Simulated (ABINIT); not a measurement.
**Dielectric function and optical constants of CaO (Lime)**

Aim: the dielectric function of CaO (Lime), and the optical constants that follow from it.

Program: ABINIT 10.8.3. Level of theory: DFT, PBE, plane waves with norm-conserving potentials (PseudoDojo 0.4.1), scalar-relativistic, independent-particle linear optical response without local fields. Results are calculated unless marked as measured.

## (1) Set-up

The structure is cubic, space group Fm-3m (No. 225). The conventional cell has a = 4.813 Å, b = 4.813 Å, c = 4.813 Å, α = 90.00°, β = 90.00°, γ = 90.00°. Ca has 6 O at 2.41 Å nearest. Nearest to O lie 6 Ca at 2.41 Å. Farther neighbours and most contacts between anions are not listed.

## (2) Ground state, bands and velocity matrix elements

First the ground state: is it a metal or has it a gap?

This step: DFT, PBE, plane waves with norm-conserving potentials (PseudoDojo 0.4.1), scalar-relativistic, ground state, bands at fixed density and velocity matrix elements (ABINIT 10.8.3).

File run.abi:

```
# ground state, bands on a dense mesh, and the derivatives d/dk of the wave functions
ndtset 3

ngkpt1 8 8 8
shiftk1 0.0 0.0 0.0
tolvrs1 1.0d-12
nband1 12
prtden1 1

iscf2 -2
getden2 1
ngkpt2 12 12 12
shiftk2 0.0 0.0 0.0
kptopt2 1
nband2 23
nbdbuf2 4
tolwfr2 1.0d-14

optdriver3 8
wfk_task3 "wfk_ddk"
prtevk3 1
getwfk3 2
getden3 1
iscf3 -2
ngkpt3 12 12 12
shiftk3 0.0 0.0 0.0
kptopt3 1
nband3 23

nshiftk 1
occopt 3
tsmear 0.001837
ecut 45.0
nstep 80
iomode 3
chksymbreak 0
chkprim 0
chksymtnons 0
acell 3*1.0 Angstrom
rprim
  0.000000000000 2.406500000000 2.406500000000
  2.406500000000 0.000000000000 2.406500000000
  2.406500000000 2.406500000000 0.000000000000
natom 2
ntypat 2
znucl 20 8
typat 1 2
xred
  0.000000000000 0.000000000000 0.000000000000
  0.500000000000 0.500000000000 0.500000000000
pseudos "Ca.upf, O.upf"
```

On the command line:

```sh
mpirun -n 4 abinit run.abi
```

Numbers of over 12 decimals in the logs are rounded to 6 here.

The program printed:

```text
DATASET    1 : space group Fm -3 m (#225); Bravais cF (face-center cubic)
 DATASET    2 : space group Fm -3 m (#225); Bravais cF (face-center cubic)
 DATASET    3 : space group Fm -3 m (#225); Bravais cF (face-center cubic)
            ngfft          40      40      40
                         0.04688    0.04688    0.04688    0.04688    0.04688    0.02344
                         0.01172    0.04688    0.04688    0.04688    0.02344    0.01172
                         0.04688    0.02344    0.00586    0.04688    0.09375    0.04688
                         0.04688    0.09375    0.04688    0.02344    0.01172
                         0.00231    0.00347    0.01389    0.01389    0.01389    0.01389
                         0.01389    0.01389    0.01389    0.01389    0.01389    0.00694
                         0.00347    0.01389    0.01389    0.01389    0.01389    0.01389
                         0.01389    0.01389    0.00694    0.00347    0.01389    0.01389
                         0.01389    0.01389    0.01389    0.00694    0.00347    0.01389
                         0.01389    0.01389    0.00694    0.00347    0.01389    0.00694
                         0.00174    0.01389    0.02778    0.02778    0.02778    0.01389
                         0.00231    0.00347    0.01389    0.01389    0.01389    0.01389
                         0.01389    0.01389    0.01389    0.01389    0.01389    0.00694
                         0.00347    0.01389    0.01389    0.01389    0.01389    0.01389
                         0.01389    0.01389    0.00694    0.00347    0.01389    0.01389
                         0.01389    0.01389    0.01389    0.00694    0.00347    0.01389
                         0.01389    0.01389    0.00694    0.00347    0.01389    0.00694
[...]
== DATASET  1 ==================================================================
 Real(R)+Recip(G) space primitive vectors, cartesian coordinates (Bohr,Bohr^-1):
 R(1)=  0.0000000  4.5476259  4.5476259  G(1)= -0.1099475  0.1099475  0.1099475
 R(2)=  4.5476259  0.0000000  4.5476259  G(2)=  0.1099475 -0.1099475  0.1099475
 R(3)=  4.5476259  4.5476259  0.0000000  G(3)=  0.1099475  0.1099475 -0.1099475
 Unit cell volume ucvol=  1.8809801E+02 bohr^3
 Angles (23,13,12)=  6.00000000E+01  6.00000000E+01  6.00000000E+01 degrees
 getcut: wavevector=  0.0000  0.0000  0.0000  ngfft=  40  40  40
     iter   Etot(hartree)      deltaE(h)  residm     vres2
 ETOT  1  -55.232562079380    -5.523E+01 1.218E-01 7.701E+02
 ETOT  2  -55.024213100127     2.083E-01 3.544E-02 1.858E+03
 ETOT  3  -55.381061443846    -3.568E-01 1.231E-02 3.177E+01
 ETOT  4  -55.387027452063    -5.966E-03 4.150E-03 1.776E+00
 ETOT  5  -55.387096394530    -6.894E-05 1.988E-03 7.564E-01
 ETOT  6  -55.387242062735    -1.457E-04 1.445E-03 6.684E-03
 ETOT  7  -55.387243260163    -1.197E-06 1.060E-03 9.643E-05
 ETOT  8  -55.387243266612    -6.448E-09 7.094E-04 8.502E-06
 ETOT  9  -55.387243268413    -1.802E-09 4.860E-04 6.286E-07
 ETOT 10  -55.387243268544    -1.308E-10 3.541E-04 5.681E-09
 ETOT 11  -55.387243268547    -2.700E-12 2.147E-04 7.561E-10
 ETOT 12  -55.387243268546     1.016E-12 1.673E-04 1.146E-11
 ETOT 13  -55.387243268546    -4.121E-13 1.030E-04 5.069E-15
 At SCF step   13       vres2   =  5.07E-15 < tolvrs=  1.00E-12 =>converged.
 Cartesian components of stress tensor (hartree/bohr^3)
  sigma(1 1)= -3.06386750E-05  sigma(3 2)=  0.00000000E+00
  sigma(2 2)= -3.06386750E-05  sigma(3 1)=  0.00000000E+00
  sigma(3 3)= -3.06386750E-05  sigma(2 1)=  0.00000000E+00
 Mean square residual over all n,k,spin=   17.557E-07; max=  10.299E-05
 Fermi (or HOMO) energy (hartree) =   0.24481   Average Vxc (hartree)=  -0.38719
 Eigenvalues (hartree) for nkpt=  29  k points:
 kpt#   1, nband= 12, wtk=  0.00195, kpt=  0.0000  0.0000  0.0000 (reduced coord)
  -1.19837   -0.49132   -0.49132   -0.49132   -0.38212    0.18612    0.18612    0.18612
   0.35939    0.41497    0.41497    0.41497
   2.00000    2.00000    2.00000    2.00000    2.00000    2.00000    2.00000    2.00000
   0.00000    0.00000    0.00000    0.00000
kinetic             :  2.44546222710642E+01
hartree             :  1.03706209632561E+01
xc                  : -1.16204242911889E+01
Ewald energy        : -4.14671963569245E+01
psp_core            :  1.57621442198582E+00
local_psp           : -3.94522294412710E+01
non_local_psp       :  7.51149164532001E-01
internal            : -5.53872432685462E+01
'-kT*entropy'       :  1.25295289562740E-15
total_energy        : -5.53872432685462E+01
total_energy_eV     : -1.50716366968052E+03
 Cartesian components of stress tensor (hartree/bohr^3)
  sigma(1 1)= -3.06386750E-05  sigma(3 2)=  0.00000000E+00
  sigma(2 2)= -3.06386750E-05  sigma(3 1)=  0.00000000E+00
  sigma(3 3)= -3.06386750E-05  sigma(2 1)=  0.00000000E+00
-Cartesian components of stress tensor (GPa)         [Pressure=  9.0142E-01 GPa]
== DATASET  2 ==================================================================
 Real(R)+Recip(G) space primitive vectors, cartesian coordinates (Bohr,Bohr^-1):
 R(1)=  0.0000000  4.5476259  4.5476259  G(1)= -0.1099475  0.1099475  0.1099475
 R(2)=  4.5476259  0.0000000  4.5476259  G(2)=  0.1099475 -0.1099475  0.1099475
 R(3)=  4.5476259  4.5476259  0.0000000  G(3)=  0.1099475  0.1099475 -0.1099475
 Unit cell volume ucvol=  1.8809801E+02 bohr^3
 Angles (23,13,12)=  6.00000000E+01  6.00000000E+01  6.00000000E+01 degrees
 getcut: wavevector=  0.0000  0.0000  0.0000  ngfft=  40  40  40
 Mean square residual over all n,k,spin=   42.424E-16; max=  99.982E-16
 Eigenvalues (hartree) for nkpt=  72  k points:
 kpt#   1, nband= 23, wtk=  0.00058, kpt=  0.0000  0.0000  0.0000 (reduced coord)
  -1.19837   -0.49132   -0.49132   -0.49132   -0.38212    0.18612    0.18612    0.18612
   0.35939    0.41497    0.41497    0.41497    0.46974    0.46974    0.73722    1.00794
   1.00794    1.00794    1.19191    1.19191    1.19191    1.21154    1.21183
== DATASET  3 ==================================================================
            ngfft          40      40      40
[...]
0.04688    0.09375    0.04688    0.02344    0.01172
[...]
0.00174    0.01389    0.02778    0.02778    0.02778    0.01389
                         0.00231    0.00347    0.01389    0.01389    0.01389    0.01389
                         0.01389    0.01389    0.01389    0.01389    0.01389    0.00694
                         0.00347    0.01389    0.01389    0.01389    0.01389    0.01389
                         0.01389    0.01389    0.00694    0.00347    0.01389    0.01389
                         0.01389    0.01389    0.01389    0.00694    0.00347    0.01389
                         0.01389    0.01389    0.00694    0.00347    0.01389    0.00694
                         0.00174    0.01389    0.02778    0.02778    0.02778    0.01389
[shortened to cell, iterations, levels, energies and stress; the echo of variables, forces, comments, warnings and credits are left out]
```

The job ended after 34 s (4 MPI ranks of Arm Neoverse V2, shared host; peak memory 0.11 GiB).

This step gave:

```
total energy           : -55.39 Ha
gap on the k-mesh      : 3.662 eV
direct gap on the mesh : 4.036 eV
```

There is a gap, 3.66 eV on this mesh (points off the mesh can give less), so no carriers' term is needed.

## (3) Optical response

With the density converged, the vertical transitions are summed over the zone.

This step: DFT, PBE, plane waves with norm-conserving potentials (PseudoDojo 0.4.1), scalar-relativistic, independent-particle linear optical response without local fields (ABINIT 10.8.3).

File optic.abi:

```
&FILES
 ddkfile_1 = 'runo_DS3_1_EVK.nc',
 ddkfile_2 = 'runo_DS3_2_EVK.nc',
 ddkfile_3 = 'runo_DS3_3_EVK.nc',
 wfkfile = 'runo_DS2_WFK.nc'
/
&PARAMETERS
 broadening = 0.001470,
 domega = 0.0014700,
 maxomega = 0.58799,
 scissor = 0.0,
 tolerance = 0.002,
 nband_sum = 19
/
&COMPUTATIONS
 num_lin_comp = 1,
 lin_comp = 11,
 num_nonlin_comp = 0,
 num_linel_comp = 0,
 num_nonlin2_comp = 0
/
```

On the command line:

```sh
optic optic.abi
```

The program printed:

```text

 OPTIC has originally been developed by
 S. Sharma, J. K. Dewhurst and C. Ambrosch-Draxl, Phys. Rev. B 67, 165332 (2003), and
 S. Sharma and C. Ambrosch-Draxl, Physica Scripta T 109 (2004).

 rprimd(bohr)      =   0.00000   4.54763   4.54763
                       4.54763   0.00000   4.54763
                       4.54763   4.54763   0.00000
 natom             =       2
 nkpt,mband        =      72      23
 ecut              =  45.00000 Ha
 newocc: new Fermi energy is       0.258232 , with nelect=     16.000000, Number of bisection calls: 4
 Fermi level: 7.0268  (eV)

 fermie            =   0.25823 Ha   7.02684 eV
 Scissor shift     =   0.00000 Ha
 Tolerance on closeness to singularities     =   0.00200 Ha
 Smearing factor      =   0.00147 Ha
 Will use the antiresonant approximation (meaning that the antiresonant terms are neglected)
 Will not perform the bands decomposition
 linear coeffs to be calculated :
 11
 non-linear coeffs to be calculated :

 electronic part of electro-optic coeffs to be calculated :

 non-linear coeffs (V2) to be calculated :

 linear optic matrix elements will be printed :0
 optic : Call pmat2cart
 No scissor shift to be applied. Returning to main optic routine.
 optic : Call linopt
  linopt            1           1
 calculated the component:           1           1   of dielectric function
  with broadening:         (0.000000,1.46999999999999995E-003)
 and scissors shift:   0.000000
 energy window:   65.042791      eV   2.390278      Ha
 optic : Call nlinopt
 optic : Call linelop
 optic : Call nonlinopt

================================================================================

 Calculation completed.
-
program: optic
version: 10.8.3
start_datetime:
end_datetime:
overall_cpu_time:           0.1
overall_wall_time:           0.1
mpi_procs: 1
omp_threads: 1
...
```

It took 0.61 s on 1 thread; peak memory 0.05 GiB.

Read-outs, printed or worked out from the files:

```
electronic dielectric constant ε∞, mean over x, y and z (by symmetry where fewer were run) : 3.821
centre of weight of the strongest loss peak in the window                                  : 12.24 eV
```

The Im ε, E ∥ x has structure finer than the step of the table below, so its rows give means over 0.5 eV, whole bins alone (the curve runs from 0.0400 to 15.9 eV). Peaks (eV: height): 5.84: 4.09, 6.44: 5.04, 6.76: 4.05, 8.00: 5.82, 8.24: 7.15, 8.52: 6.33, 9.48: 8.78.

Sum at mesh points, not converged in k; values under the direct gap are tails of Lorentzian lines. Im ε, E ∥ x against photon energy; means over each step:

photon energy (eV), Im ε, E ∥ x and a bar:
```
      0.5       0.00 
      1.0       0.00 
      1.5       0.01 
      2.0       0.01 
      2.5       0.01 
      3.0       0.02 
      3.5       0.04 
      4.0       0.36 ##
      4.5       1.63 #######
      5.0       2.15 #########
      5.5       2.47 ###########
      6.0       3.39 ###############
      6.5       3.18 ##############
      7.0       3.13 ##############
      7.5       3.72 ################
      8.0       4.93 #####################
      8.5       5.52 ########################
      9.0       4.74 ####################
      9.5       6.93 ##############################
     10.0       4.39 ###################
     10.5       2.67 ############
     11.0       1.61 #######
     11.5       0.54 ##
     12.0       0.53 ##
     12.5       0.29 #
     13.0       0.51 ##
     13.5       0.28 #
     14.0       0.47 ##
     14.5       0.67 ###
     15.0       1.77 ########
     15.5       1.38 ######
```

The reflectivity at normal incidence, E ∥ x has structure finer than the step of the table below, so its rows give means over 0.5 eV, whole bins alone (the curve runs from 0.0400 to 15.9 eV). Peaks (eV: height): 8.24: 31.1, 8.72: 30.4, 9.76: 47.0, 10.28: 48.0, 10.92: 55.8, 11.44: 66.8, 12.24: 26.8.

Sum at mesh points, not converged in k. Reflectivity at normal incidence, E ∥ x against photon energy; means over each step:

| photon energy (eV) | reflectivity at normal incidence, E ∥ x (%) |
| --- | --- |
| 0.5 | 10.5 |
| 1.0 | 10.6 |
| 1.5 | 10.9 |
| 2.0 | 11.2 |
| 2.5 | 11.8 |
| 3.0 | 12.5 |
| 3.5 | 13.8 |
| 4.0 | 16.3 |
| 4.5 | 17.9 |
| 5.0 | 18.4 |
| 5.5 | 17.8 |
| 6.0 | 19.6 |
| 6.5 | 18.4 |
| 7.0 | 17.6 |
| 7.5 | 19.6 |
| 8.0 | 23.9 |
| 8.5 | 26.6 |
| 9.0 | 23.9 |
| 9.5 | 35.6 |
| 10.0 | 43.3 |
| 10.5 | 42.9 |
| 11.0 | 49.8 |
| 11.5 | 55.6 |
| 12.0 | 25.6 |
| 12.5 | 11.0 |
| 13.0 | 3.03 |
| 13.5 | 1.11 |
| 14.0 | 1.53 |
| 14.5 | 3.56 |
| 15.0 | 10.1 |
| 15.5 | 8.36 |

The loss function −Im 1/ε at q → 0, E ∥ x has structure finer than the step of the table below, so its rows give means over 0.5 eV, whole bins alone (the curve runs from 0.0400 to 15.9 eV). Peaks (eV: height): 11.96: 2.12, 12.28: 2.81, 12.40: 2.80, 13.12: 1.05, 15.32: 0.631, 15.84: 1.03.

Sum at mesh points, not converged in k; values under the direct gap are tails of Lorentzian lines. The loss function −Im 1/ε at q → 0, E ∥ x by energy loss; means over each step:

| energy loss (eV) | loss function −Im 1/ε at q → 0, E ∥ x |
| --- | --- |
| 1.0 | 2.6e-4 |
| 1.5 | 4.1e-4 |
| 2.0 | 5.9e-4 |
| 2.5 | 8.0e-4 |
| 3.0 | 0.00112 |
| 3.5 | 0.00177 |
| 4.0 | 0.0110 |
| 4.5 | 0.0480 |
| 5.0 | 0.0620 |
| 5.5 | 0.0797 |
| 6.0 | 0.104 |
| 6.5 | 0.111 |
| 7.0 | 0.124 |
| 7.5 | 0.124 |
| 8.0 | 0.110 |
| 8.5 | 0.152 |
| 9.0 | 0.178 |
| 9.5 | 0.136 |
| 10.0 | 0.185 |
| 10.5 | 0.259 |
| 11.0 | 0.297 |
| 11.5 | 0.685 |
| 12.0 | 1.76 |
| 12.5 | 1.73 |
| 13.0 | 0.720 |
| 13.5 | 0.387 |
| 14.0 | 0.235 |
| 14.5 | 0.174 |
| 15.0 | 0.349 |
| 15.5 | 0.470 |

At chosen wavelengths:

| wavelength (nm) | n | k | R (%) | 1/α |
| --- | --- | --- | --- | --- |
| 1550 | 1.96 | 0.001 | 10.6 | 156 µm |
| 1064 | 1.97 | 0.001 | 10.7 | 71 µm |
| 800 | 1.99 | 0.002 | 10.9 | 38 µm |
| 532 | 2.03 | 0.003 | 11.6 | 14 µm |
| 450 | 2.07 | 0.004 | 12.1 | 8.6 µm |
| 365 | 2.16 | 0.008 | 13.4 | 3.8 µm |
| 248 | 2.53 | 0.617 | 21.2 | 32 nm |

Below the direct gap, k and the depth come from the tails of the Lorentzian lines, not from transitions.

Rows near the edge hang on the gap, which this functional as a rule makes too small, and phonon-assisted absorption is left out.

## (4) What came out

```yaml
electronic_dielectric_constant_eps_infinity_mean_over_x_y_and_z_by_symmetry_where_fewer_were_run_independent_particles: 3.82
centre_of_weight_of_the_strongest_loss_peak_in_the_window_first_axis: 12.2 eV
```

In words: At this level (PBE, independent particles) CaO has ε∞ = 3.82 and n = 1.96 at 1550 nm. On the mesh the gap is 3.66 eV and the least direct gap 4.04 eV, so on this mesh the band edges lie at different points. Excitons and phonon-assisted transitions are missing, and so are local fields; PBE gaps are as a rule too small, which pulls the onset down and ε∞ up. The sum runs over mesh points 0.19 Å⁻¹ apart with no interpolation, so peaks are partly noise of the mesh and static values carry its error.

[Logs are printed without paths, hosts, clocks, repeated set-up lines and the standing remarks that a program may print on its own settings, such as how far it seeks lower states.]

[Hosts, paths, dates, database ids (printed as entryN), source tags and the programs' standing remarks are cut or masked in the printed files.]
